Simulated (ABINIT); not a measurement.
**A GW chain in ABINIT: BaTiO3 (P4mm)**

Aim: the G0W0 gap of BaTiO3 (P4mm) on LDA, step by step.

Calculated with ABINIT 10.8.3; LDA and many-body steps on it, plane waves.

## Step 1: The starting structure

The structure is tetragonal, space group P4mm (No. 99). Conventional cell: a = 3.990 Å, b = 3.990 Å, c = 4.023 Å, α = 90.00°, β = 90.00°, γ = 90.00°. Ba has 12 O at 2.80 to 2.87 Å nearest. Nearest to Ti lie 6 O at 1.84 to 2.18 Å. Nearest to O lie 2 Ti at 1.84 to 2.18 Å and 4 Ba at 2.82 Å. Nearest to O lie 2 Ti at 2.00 Å and 4 Ba at 2.80 to 2.87 Å. Farther neighbours and most contacts between anions are not listed.

The cell and positions come from the Crystallography Open Database and are kept as given unless a step says otherwise. Spin-orbit coupling is left out unless a step names it.

## Step 2: Ground state

This step: ABINIT 10.8.3; DFT, LDA, plane waves, norm-conserving pseudopotentials.

The ground-state density comes first.

Contents of run.abi:

```
acell 3*1.0 Angstrom
rprim 
  3.990480000000 0.000000000000 0.000000000000
  0.000000000000 3.990480000000 0.000000000000
  0.000000000000 0.000000000000 4.023030000000
ntypat 3
znucl 56 22 8
natom 5
typat 1 2 3 3 3
xred 
  0.000000000000 0.000000000000 0.000000000000
  0.500000000000 0.500000000000 0.522000000000
  0.500000000000 0.500000000000 0.979000000000
  0.500000000000 0.000000000000 0.488000000000
  0.000000000000 0.500000000000 0.488000000000
pp_dirpath "pseudos"
pseudos "Ba.upf, Ti.upf, O.upf"
ecut 38
ngkpt 6 6 6
nshiftk 1
shiftk 0 0 0
kptopt 1
chksymbreak 0
nband 26
occopt 1
tolvrs 1e-10
nstep 60
prtwf 0
indata_prefix "in"
outdata_prefix "out"
tmpdata_prefix "tmp"
```

Command:

```bash
> OMP_NUM_THREADS=1 mpirun -n 4 abinit run.abi > log
```

Numbers of over 12 decimals in the logs are rounded to 6 here.

The log of the run:

```text
.Version 10.8.3 of ABINIT. v10.8.2 released Aug 2026.

 Symmetries : space group P4 m m (# 99); Bravais tP (primitive tetrag.)
================================================================================
 Values of the parameters that define the memory need of the present run
     intxc =       0    ionmov =       0      iscf =       7    lmnmax =       6
     lnmax =       6     mgfft =      45  mpssoang =       3    mqgrid =    3001
     natom =       5  nloc_mem =       1    nspden =       1   nspinor =       1
    nsppol =       1      nsym =       8    n1xccc =    2501    ntypat =       3
    occopt =       1   xclevel =       1
-    mband =          26        mffmem =           1         mkmem =          10
       mpw =        4860          nfft =       91125          nkpt =          40
================================================================================
  Rough estimation (10% accuracy) of disk space for files :
================================================================================

--------------------------------------------------------------------------------
------------- Echo of variables that govern the present computation ------------
--------------------------------------------------------------------------------
 -outvars: echo values of preprocessed input variables --------
            acell      1.8897261259E+00  1.8897261259E+00  1.8897261259E+00 Bohr

      chksymbreak           0
             ecut      3.80000000E+01 Hartree
-          fftalg         312

              ixc       -1012
              kpt      0.00000000E+00  0.00000000E+00  0.00000000E+00
                       1.66666667E-01  0.00000000E+00  0.00000000E+00
                       3.33333333E-01  0.00000000E+00  0.00000000E+00
                       5.00000000E-01  0.00000000E+00  0.00000000E+00
                       1.66666667E-01  1.66666667E-01  0.00000000E+00
                       3.33333333E-01  1.66666667E-01  0.00000000E+00
                       5.00000000E-01  1.66666667E-01  0.00000000E+00
                       3.33333333E-01  3.33333333E-01  0.00000000E+00
                       5.00000000E-01  3.33333333E-01  0.00000000E+00
   [... 29 further rows ...]
                       5.00000000E-01  3.33333333E-01  5.00000000E-01
                       5.00000000E-01  5.00000000E-01  5.00000000E-01
         kptrlatt        6    0    0      0    6    0      0    0    6
          kptrlen      4.52454859E+01
P           mkmem          10
            natom           5
            nband          26
            ngfft          45      45      45
             nkpt          40
            nstep          60
             nsym           8
           ntypat           3
              occ      2.000000  2.000000  2.000000  2.000000  2.000000  2.000000
                       2.000000  2.000000  2.000000  2.000000  2.000000  2.000000
                       2.000000  2.000000  2.000000  2.000000  2.000000  2.000000
                       2.000000  2.000000  0.000000  0.000000  0.000000  0.000000
                       0.000000  0.000000
            prtwf           0
            rprim      3.9904800000E+00  0.0000000000E+00  0.0000000000E+00
[...]
spgroup          99

           tolvrs      1.00000000E-10

             xred      0.0000000000E+00  0.0000000000E+00  0.0000000000E+00
[...]
znucl       56.00000   22.00000    8.00000

================================================================================

 chkinp: Checking input parameters for consistency.

================================================================================
== DATASET  1 ==================================================================
-   mpi_nproc: 4, omp_nthreads: 1 (-1 if OMP is not activated)

--- !DatasetInfo
iteration_state: {dtset: 1, }
dimensions: {natom: 5, nkpt: 40, mband: 26, nsppol: 1, nspinor: 1, nspden: 1, mpw: 4860, }
cutoff_energies: {ecut:  38.0, pawecutdg:  -1.0, }
electrons: {nelect:   4.00000000E+01, charge:   0.00000000E+00, occopt:   1.00000000E+00, tsmear:   1.00000000E-02, }

 Real(R)+Recip(G) space primitive vectors, cartesian coordinates (Bohr,Bohr^-1):
 R(1)=  7.5409143  0.0000000  0.0000000  G(1)=  0.1326099  0.0000000  0.0000000
 R(2)=  0.0000000  7.5409143  0.0000000  G(2)=  0.0000000  0.1326099  0.0000000
 R(3)=  0.0000000  0.0000000  7.6024249  G(3)=  0.0000000  0.0000000  0.1315370
 Unit cell volume ucvol=  4.3231485E+02 bohr^3
 Angles (23,13,12)=  9.00000000E+01  9.00000000E+01  9.00000000E+01 degrees

 getcut: wavevector=  0.0000  0.0000  0.0000  ngfft=  45  45  45
         ecut(hartree)=     38.000   => boxcut(ratio)=   2.08566

--- Pseudopotential description ------------------------------------------------
- Ba Generated using ONCVPSP code by D. R. Hamann
- 56.00000  10.00000  180309                  znucl, zion, pspdat
12 -1012 2 -1 1912                            pspcod,pspxc,lmax,lloc,mmax
     nproj     2     2     2
  pspatm : epsatm=   25.95172157
         --- l  ekb(1:nproj) -->
[...]
pspatm: atomic psp has been read  and splines computed

- Ti Generated using ONCVPSP code by D. R. Hamann
- 22.00000  12.00000  180309                  znucl, zion, pspdat
12 -1012 2 -1 1568                            pspcod,pspxc,lmax,lloc,mmax
[...]
ETOT  7  -137.39574244137    -1.001E-02 1.025E-02 4.339E+00
 ETOT  8  -137.39662280926    -8.804E-04 1.084E-02 1.848E-01
 ETOT  9  -137.39665204667    -2.924E-05 5.611E-03 4.724E-02
 ETOT 10  -137.39666188615    -9.839E-06 1.027E-02 1.275E-03
 ETOT 11  -137.39666213146    -2.453E-07 5.176E-03 7.897E-05
 ETOT 12  -137.39666214739    -1.594E-08 6.235E-03 3.065E-07
 ETOT 13  -137.39666214748    -8.785E-11 4.346E-03 1.435E-08
 ETOT 14  -137.39666214749    -1.128E-11 6.044E-03 4.705E-10
 ETOT 15  -137.39666214749     5.656E-12 3.378E-03 3.427E-11

 At SCF step   15       vres2   =  3.43E-11 < tolvrs=  1.00E-10 =>converged.

 Cartesian components of stress tensor (hartree/bohr^3)
  sigma(1 1)=  2.67484720E-04  sigma(3 2)=  0.00000000E+00
  sigma(2 2)=  2.67484720E-04  sigma(3 1)=  0.00000000E+00
  sigma(3 3)=  1.88713227E-04  sigma(2 1)=  0.00000000E+00

--- !ResultsGS
iteration_state: {dtset: 1, }
comment   : Summary of ground state results
lattice_vectors:
- [  7.5409143,   0.0000000,   0.0000000, ]
- [  0.0000000,   7.5409143,   0.0000000, ]
- [  0.0000000,   0.0000000,   7.6024249, ]
lattice_lengths: [   7.54091,    7.54091,    7.60242, ]
lattice_angles: [ 90.000,  90.000,  90.000, ] # degrees, (23, 13, 12)
lattice_volume:   4.3231485E+02
convergence: {deltae:  5.656E-12, res2:  3.427E-11, residm:  3.378E-03, diffor: null, }
etotal    :  -1.37396662E+02
entropy   :   0.00000000E+00
fermie    :   2.33784656E-01
cartesian_stress_tensor: # hartree/bohr^3
- [  2.67484720E-04,   0.00000000E+00,   0.00000000E+00, ]
- [  0.00000000E+00,   2.67484720E-04,   0.00000000E+00, ]
- [  0.00000000E+00,   0.00000000E+00,   1.88713227E-04, ]
pressure_GPa:  -7.0972E+00
xred      :
- [  0.0000E+00,   0.0000E+00,   0.0000E+00, Ba]
- [  5.0000E-01,   5.0000E-01,   5.2200E-01, Ti]
- [  5.0000E-01,   5.0000E-01,   9.7900E-01,  O]
- [  5.0000E-01,   0.0000E+00,   4.8800E-01,  O]
- [  0.0000E+00,   5.0000E-01,   4.8800E-01,  O]
cartesian_forces: # hartree/bohr
- [ -0.00000000E+00,  -0.00000000E+00,   3.24433873E-03, ]
- [ -0.00000000E+00,  -0.00000000E+00,  -1.99133254E-03, ]
- [ -0.00000000E+00,  -0.00000000E+00,  -3.17441624E-03, ]
- [ -0.00000000E+00,  -0.00000000E+00,   9.60705026E-04, ]
- [ -0.00000000E+00,  -0.00000000E+00,   9.60705026E-04, ]
force_length_stats: {min:   9.60705026E-04, max:   3.24433873E-03, mean:   2.06629951E-03, }

 Integrated electronic density in atomic spheres:
 ------------------------------------------------
 Atom  Sphere_radius  Integrated_density
[...]
================================================================================

 ----iterations are completed or convergence reached----

 Mean square residual over all n,k,spin=   94.450E-07; max=  33.782E-04
 reduced coordinates (array xred) for    5 atoms
       0.000000000000      0.000000000000      0.000000000000
       0.500000000000      0.500000000000      0.522000000000
       0.500000000000      0.500000000000      0.979000000000
       0.500000000000      0.000000000000      0.488000000000
       0.000000000000      0.500000000000      0.488000000000
 rms dE/dt=  1.0088E-02; max dE/dt=  2.4133E-02; dE/dt below (all hartree)
    1       0.000000000000      0.000000000000     -0.024664816456
    2       0.000000000000      0.000000000000      0.015138981145
    3       0.000000000000      0.000000000000      0.024133286084
    4       0.000000000000      0.000000000000     -0.007303662752
    5       0.000000000000      0.000000000000     -0.007303662752

 cartesian coordinates (angstrom) at end:
    1      0.000000     0.000000     0.000000
    2      1.995240     1.995240     2.100022
    3      1.995240     1.995240     3.938546
    4      1.995240     0.000000     1.963239
    5      0.000000     1.995240     1.963239

 cartesian forces (hartree/bohr) at end:
[...]
frms,max,avg= 1.3270008E-03 3.2443387E-03   0.000E+00  0.000E+00 -3.296E-09 h/b

 cartesian forces (eV/Angstrom) at end:
    1     -0.000000    -0.000000     0.166831
    2     -0.000000    -0.000000    -0.102398
    3     -0.000000    -0.000000    -0.163235
    4     -0.000000    -0.000000     0.049401
    5     -0.000000    -0.000000     0.049401
 frms,max,avg= 6.8237123E-02 1.6683061E-01   0.000E+00  0.000E+00 -1.695E-07 e/A
 length scales=  1.889726125908  1.889726125908  1.889726125908 bohr
              =  1.000000000000  1.000000000000  1.000000000000 angstroms
 prteigrs : about to open file out_EIG
 Fermi (or HOMO) energy (hartree) =   0.23378   Average Vxc (hartree)=  -0.43906
 Eigenvalues (hartree) for nkpt=  40  k points:
 kpt#   1, nband= 26, wtk=  0.00463, kpt=  0.0000  0.0000  0.0000 (reduced coord)
  -1.81922   -0.96036   -0.95763   -0.95763   -0.67771   -0.37675   -0.35242   -0.34810
  -0.13141   -0.13141   -0.13141    0.14637    0.14716    0.14716    0.18139    0.18139
   0.18969    0.21771    0.22008    0.22008    0.29865    0.31256    0.31256    0.38966
   0.41040    0.41524
 prteigrs : prtvol=0 or 1, do not print more k-points.

--- !EnergyTerms
iteration_state     : {dtset: 1, }
comment             : Components of total free energy in Hartree
kinetic             :  6.26240498768174E+01
hartree             :  2.97518247761362E+01
xc                  : -2.77383705813005E+01
Ewald energy        : -1.03492580402229E+02
psp_core            :  5.51654533837972E+00
local_psp           : -1.00246673199634E+02
non_local_psp       : -3.81145795565714E+00
total_energy        : -1.37396662147488E+02
total_energy_eV     : -3.73875364260385E+03
band_energy         : -1.09029458675463E+01

 Cartesian components of stress tensor (hartree/bohr^3)
  sigma(1 1)=  2.67484720E-04  sigma(3 2)=  0.00000000E+00
  sigma(2 2)=  2.67484720E-04  sigma(3 1)=  0.00000000E+00
  sigma(3 3)=  1.88713227E-04  sigma(2 1)=  0.00000000E+00

-Cartesian components of stress tensor (GPa)         [Pressure= -7.0972E+00 GPa]
- sigma(1 1)=  7.86967217E+00  sigma(3 2)=  0.00000000E+00
- sigma(2 2)=  7.86967217E+00  sigma(3 1)=  0.00000000E+00
- sigma(3 3)=  5.55213484E+00  sigma(2 1)=  0.00000000E+00

== END DATASET(S) ==============================================================
================================================================================

 -outvars: echo values of variables after computation  --------
           etotal     -1.3739666215E+02
            nband          26
             nkpt          40
          spgroup          99
 [... the other variables as echoed above ...]

 Calculation completed.
```

It took 63 s on 4 MPI ranks of Arm Neoverse V2, shared host; peak memory 0.39 GiB; 4.2 min of CPU time.

This step gave:

```
total energy               : -3738.7536 eV
gap                        : 1.765 eV
k of the valence top       : 0.5, 0.5, 0.5
k of the conduction bottom : 0, 0, 0
least direct gap           : 2.138 eV
pressure                   : -7.097 GPa
```

The gap is indirect, with the least direct gap 0.37 eV higher.

The cutoff was set for levels, not for stress, so the pressure can be off by some GPa.

[end of part 1 of 3]

[Paths, hosts, dates, memory and timing lines, banners, echoed tables and standing remarks are left out of the program output.]

[Logs are printed without paths, hosts, clocks, repeated set-up lines and the standing remarks that a program may print on its own settings, such as how far it seeks lower states.]

[Runs of the session that timed out or met a known fault of the program may be left out.]

[Hosts, paths, dates, database ids (printed as entryN), source tags and the programs' standing remarks are cut or masked in the printed files.]

[G0W0 gaps are taken among the corrected bands and points alone; a level outside them can change the order at an edge.]

[Where Ansatz stands beside ABINIT at settings called matched, ABINIT's density can come from a denser mesh and the files from another edition; pairs whose starting gaps differed by over 0.03 eV were left out, so agreement reads better than it is.]
